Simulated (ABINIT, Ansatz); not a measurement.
Planning a run of ABINIT 10.8.3 on Al3GaN4 (P-43m). The input:

```
acell 3*1.0 Angstrom
rprim 
  4.401438530000 0.000000000000 0.000000000000
  0.000000000000 4.401438530000 0.000000000000
  0.000000000000 0.000000000000 4.401438530000
ntypat 3
znucl 13 31 7
natom 8
typat 1 1 1 2 3 3 3 3
xred 
  0.500000000000 0.500000000000 0.000000000000
  0.500000000000 0.000000000000 0.500000000000
  0.000000000000 0.500000000000 0.500000000000
  0.000000000000 0.000000000000 0.000000000000
  0.744163430000 0.744163430000 0.255836570000
  0.744163430000 0.255836570000 0.744163430000
  0.255836570000 0.744163430000 0.744163430000
  0.255836570000 0.255836570000 0.255836570000
pp_dirpath "pseudos"
pseudos "Al.upf, Ga.upf, N.upf"
ecut 45
ngkpt 2 2 2
nshiftk 1
shiftk 0 0 0
kptopt 1
chksymbreak 0
iscf -2
irdden 1
istwfk *1
nband 72
nbdbuf 6
tolwfr 1e-09
nstep 60
prtvol 0
indata_prefix "in"
outdata_prefix "out"
tmpdata_prefix "tmp"
```

```sh
OMP_NUM_THREADS=1 mpirun -n 4 abinit run.abi > log
```

Q: Estimate wall time and host memory on 4 MPI ranks of Arm Neoverse V1, shared host.

It took 27 s; on shared hardware allow 13 s to 53 s. Peak host memory was 0.35 GiB.

[Paths, hosts, dates, memory and timing lines, banners, echoed tables and standing remarks are left out of the program output.]

[Logs are printed without paths, hosts, clocks, repeated set-up lines and the standing remarks that a program may print on its own settings, such as how far it seeks lower states.]

[Runs of the session that timed out or met a known fault of the program may be left out.]

[No measured gap is set beside runs whose start may be inverted or whose files or cutoffs have a known fault.]

[Hosts, paths, dates, database ids (printed as entryN), source tags and the programs' standing remarks are cut or masked in the printed files.]

[G0W0 gaps are taken among the corrected bands and points alone; a level outside them can change the order at an edge.]

[Where Ansatz stands beside ABINIT at settings called matched, ABINIT's density can come from a denser mesh and the files from another edition; pairs whose starting gaps differed by over 0.03 eV were left out, so agreement reads better than it is.]
